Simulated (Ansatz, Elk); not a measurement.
**How far do independent atoms describe Mg3NbBi?**

The structure of Mg3NbBi used here is made up (a known structure type with other elements) and was relaxed beforehand with PBE. The aim is the Fourier transform of its all-electron density, F(hkl), set beside the sum over free spherical atoms that refinements use.

Main program and level: Elk 11.2.3 (patched build); DFT, PBE, all-electron APW+lo, Dirac cores, scalar-relativistic bands, static density, no spin.

This account leaves out most program logs.

The structure was built from a prototype and need not be the compound's stable phase.

**1. Set-up**

It takes space group P3m1 (No. 156, trigonal). The conventional cell has a = 4.747 Å, b = 4.747 Å, c = 6.127 Å, α = 90.00°, β = 90.00°, γ = 120.00°. Bi has 5 Mg at 3.00 to 3.22 Å and 3 Nb at 3.10 Å nearest. Nearest to Nb lie 8 Mg at 2.95 to 3.15 Å and 3 Bi at 3.10 Å. Mg has 2 Nb at 2.98 to 3.15 Å and 6 Mg at 3.09 to 3.33 Å and 3 Bi at 3.22 Å nearest. Nearest to Mg lie 6 Mg at 2.78 to 3.09 Å and 2 Bi at 3.00 to 3.13 Å and 3 Nb at 3.15 Å. Nearest to Mg lie 6 Mg at 2.78 to 3.33 Å and 3 Nb at 2.95 Å. Farther neighbours are not listed.

**2. Ground state and structure factors**

An all-electron density is needed, since X-rays see the cores too. Task 0 finds the density and task 195 Fourier-transforms it; tshift is off so that phases refer to the origin typed.

File elk.in:

```
tasks
  0
  195

xctype
  20

spinpol
  .false.

rgkmax
  7.0

gmaxvr
  14.0

lmaxo
  7

lmaxapw
  8

swidth
  0.002

tshift
  .false.

ramdisk
  .false.

hmaxvr
  5.5

maxscl
  120

epspot
  1e-06

sppath
  './'

avec
  8.97063707250 0.00000000000 -0.00000000000
  -4.48531853625 7.76879959291 0.00000000000
  -0.00000000000 -0.00000000000 11.57904238484

atoms
  3
  'Bi.in'
  1
  0.0000000000 -0.0000000000 0.8285113874   0.000000 0.000000 0.000000
  'Nb.in'
  1
  0.3333333333 0.6666666667 0.0647732729   0.000000 0.000000 0.000000
  'Mg.in'
  3
  0.3333333333 0.6666666667 0.5511889836   0.000000 0.000000 0.000000
  -0.0000000000 -0.0000000000 0.3179668695   0.000000 0.000000 0.000000
  0.6666666667 0.3333333333 0.2415594867   0.000000 0.000000 0.000000

ngridk
  6 6 4
```

Started as:

```bash
$ OMP_NUM_THREADS=4 elk
```

The job ended after 63 s (4 threads of Arm Neoverse V1, shared host; peak memory 0.21 GiB).

SFACRHO.OUT:

```text

h k l indices transformed by vhmat matrix:
   1.000000000       0.000000000       0.000000000    
   0.000000000       1.000000000       0.000000000    
   0.000000000       0.000000000       1.000000000    

      h      k      l  multipl.   |H|            Re(F)            Im(F)           |F|

      0      0      0      1   0.0000000       160.00000      0.40532461E-16   160.00000    
      0      0     -1      1  0.54263428       58.992080       37.433186       69.866365    
      0      0      1      1  0.54263428       58.992080      -37.433186       69.866365    
     -1      1      0      3  0.80877171       58.552192       31.627743       66.548278    
      0      1      0      3  0.80877171       58.552192      -31.627743       66.548278    
      0     -1      1      3  0.97394232       18.485474      -47.781864       51.232990    
      1     -1      1      3  0.97394232       20.744259      -86.688104       89.135580    
      1     -1     -1      3  0.97394232       18.485474       47.781864       51.232990    
     -1      1     -1      3  0.97394232       20.744259       86.688104       89.135580    
      0      0      2      1   1.0852686      -25.347713      -37.024564       44.870089    
      0      0     -2      1   1.0852686      -25.347713       37.024564       44.870089    
      0      1      2      3   1.3534842      -30.578447      -111.64552       115.75734    
      1      0     -2      3   1.3534842      -30.578447       111.64552       115.75734    
     -1      1      2      3   1.3534842      -77.928116      -46.953296       90.980235    
      0      1     -2      3   1.3534842      -77.928116       46.953295       90.980235    
      1      1      0      6   1.4008337       126.35462     -0.66320669E-13   126.35462    
      1     -2     -1      6   1.5022606       49.637245       34.533703       60.468444    
      1     -2      1      6   1.5022606       49.637245      -34.533703       60.468444
```

Elk indexes on the primitive cell of elk.in and gives |H| = 4π sin θ/λ in inverse bohr. Below, one row stands for each form hkl of the conventional cell (m members, Friedel mates merged), F is for one primitive cell and the density is static (no thermal factor). Free-atom factors are Waasmaier and Kirfel's, and R is Σm||F|−|F'||/Σm|F|.

```csv
hkl,m,sin θ/λ (Å⁻¹),"abs F, DFT",neutral atoms,diff.,abs of complex diff.
001,2,0.082,69.866,69.997,-0.131,0.262
100,6,0.122,66.548,66.467,+0.081,0.089
101,6,0.146,51.233,51.097,+0.136,0.136
011,6,0.146,89.136,89.296,-0.160,0.178
002,2,0.163,44.870,44.316,+0.555,0.606
012,6,0.203,115.757,116.293,-0.536,0.578
102,6,0.203,90.980,91.410,-0.430,0.471
110,6,0.211,126.355,126.884,-0.529,0.529
111,12,0.226,60.468,60.467,+0.002,0.231
200,6,0.243,57.695,57.879,-0.184,0.207
003,2,0.245,56.705,56.827,-0.123,0.196
021,6,0.257,45.671,45.731,-0.060,0.112
201,6,0.257,77.995,78.096,-0.102,0.102
112,12,0.267,40.175,40.213,-0.038,0.042
013,6,0.273,35.315,35.294,+0.021,0.047
103,6,0.273,83.356,83.447,-0.090,0.097
022,6,0.293,81.506,81.472,+0.034,0.088
202,6,0.293,103.193,103.177,+0.016,0.023
210,12,0.322,52.846,52.816,+0.031,0.084
113,12,0.323,52.084,52.099,-0.015,0.079
004,2,0.326,96.195,96.223,-0.028,0.036
211,12,0.332,42.152,42.227,-0.075,0.080
```

**3. The highest occupied states alone**

An energy window below the Fermi level keeps the highest occupied states, to see at which angles they scatter; shallow core shells can lie inside it and anion s states outside. No new self-consistency is needed.

elk.in: that of step 2 with these lines changed.

```diff
@@ -1,3 +1,2 @@
 tasks
-  0
   195
@@ -40,2 +39,5 @@
 
+wsfac
+  -0.246940 0.494060
+
 sppath
```

Started as:

```bash
$ OMP_NUM_THREADS=4 elk
```

It took 18 s on 4 threads; peak memory 0.16 GiB.

States within 12 eV below the Fermi level hold 16.00 electrons; any levels below the window count with the cores. Their amplitudes can exceed the total, where window and core parts have opposite phase:

```csv
hkl,sin θ/λ (Å⁻¹),"abs F, window","abs F, all"
001,0.082,3.382,69.866
100,0.122,2.317,66.548
101,0.146,0.536,51.233
011,0.146,2.408,89.136
002,0.163,0.263,44.870
012,0.203,0.590,115.757
102,0.203,0.592,90.980
110,0.211,0.534,126.355
111,0.226,0.547,60.468
200,0.243,0.460,57.695
```

**4. Another functional**

The difference from free atoms is small, so it is set against the change that LDA (Perdew-Wang) makes.

elk.in: that of step 3 with these lines changed.

```diff
@@ -1,2 +1,3 @@
 tasks
+  0
   195
@@ -4,3 +5,3 @@
 xctype
-  20
+  3
 
@@ -39,5 +40,2 @@
 
-wsfac
-  -0.246940 0.494060
-
 sppath
```

Started as:

```bash
$ OMP_NUM_THREADS=4 elk
```

Wall time 44 s (4 threads); peak memory 0.17 GiB.

Against the first run R = 0.02 %; the largest change is -0.058 at 300.

**5. Basis size**

A smaller basis shows how fast F responds to it; the change is likely larger than the basis error of the first run, but doesn't show convergence.

elk.in: that of step 4 with these lines changed.

```diff
@@ -5,3 +5,3 @@
 xctype
-  3
+  20
 
@@ -11,3 +11,3 @@
 rgkmax
-  7.0
+  5.5
```

Started as:

```bash
$ OMP_NUM_THREADS=4 elk
```

The job ended after 48 s (4 threads; peak memory 0.2 GiB).

Against the first run R = 0.01 %; the largest change is +0.044 at 300.

**6. Settings against the effect**

```csv
run,R against the first run (%),"R against neutral atoms, low angle (%)",wall time
"PBE, rgkmax 7",0.00,0.21,63 s
LDA (Perdew-Wang),0.02,0.21,44 s
rgkmax 5.5,0.01,0.22,48 s
```

**7. Summary of results**

```json
{"R against neutral atoms, sin θ/λ < 0.3 Å⁻¹": "0.21 %", "R against neutral atoms, 0.3 to 0.69 Å⁻¹": "0.08 %"}
```

Independent neutral atoms miss the calculated amplitudes by R = 0.21 % below 0.3 Å⁻¹ and 0.08 % from there to 0.69 Å⁻¹; by shells, 0.18 % below 0.15 Å⁻¹ (4 forms), 0.22 % 0.15 to 0.3 (14 forms), 0.11 % 0.3 to 0.45 (31 forms), 0.07 % above 0.45 (100 forms). Bonding, aspherical density and the tables' own atoms all enter these figures, and the runs don't part them. The largest change of an amplitude is +0.55 electrons, at 002. R counts amplitudes alone; phases shift too. The window's part falls from 16.0 electrons at the origin to at most 0.19 between 0.45 and 0.69 Å⁻¹. Below 0.3 Å⁻¹ the changes that finished (LDA (Perdew-Wang) and rgkmax 5.5) move F by R = 0.01 % at most, against the 0.21 % that separates it from free atoms. The k-mesh has no finished test. These runs have no spin, though d or f shells may be open. Spin-orbit coupling is left out, which can matter for elements this heavy. Part of the difference isn't bonding: the tables are fits to free atoms and ions calculated by other methods than this functional. Thermal motion, anomalous dispersion and extinction are left out.

[Logs are printed without paths, hosts, clocks, repeated set-up lines and the standing remarks that a program may print on its own settings, such as how far it seeks lower states.]

[Hosts, paths, dates, database ids (printed as entryN), source tags and the programs' standing remarks are cut or masked in the printed files.]
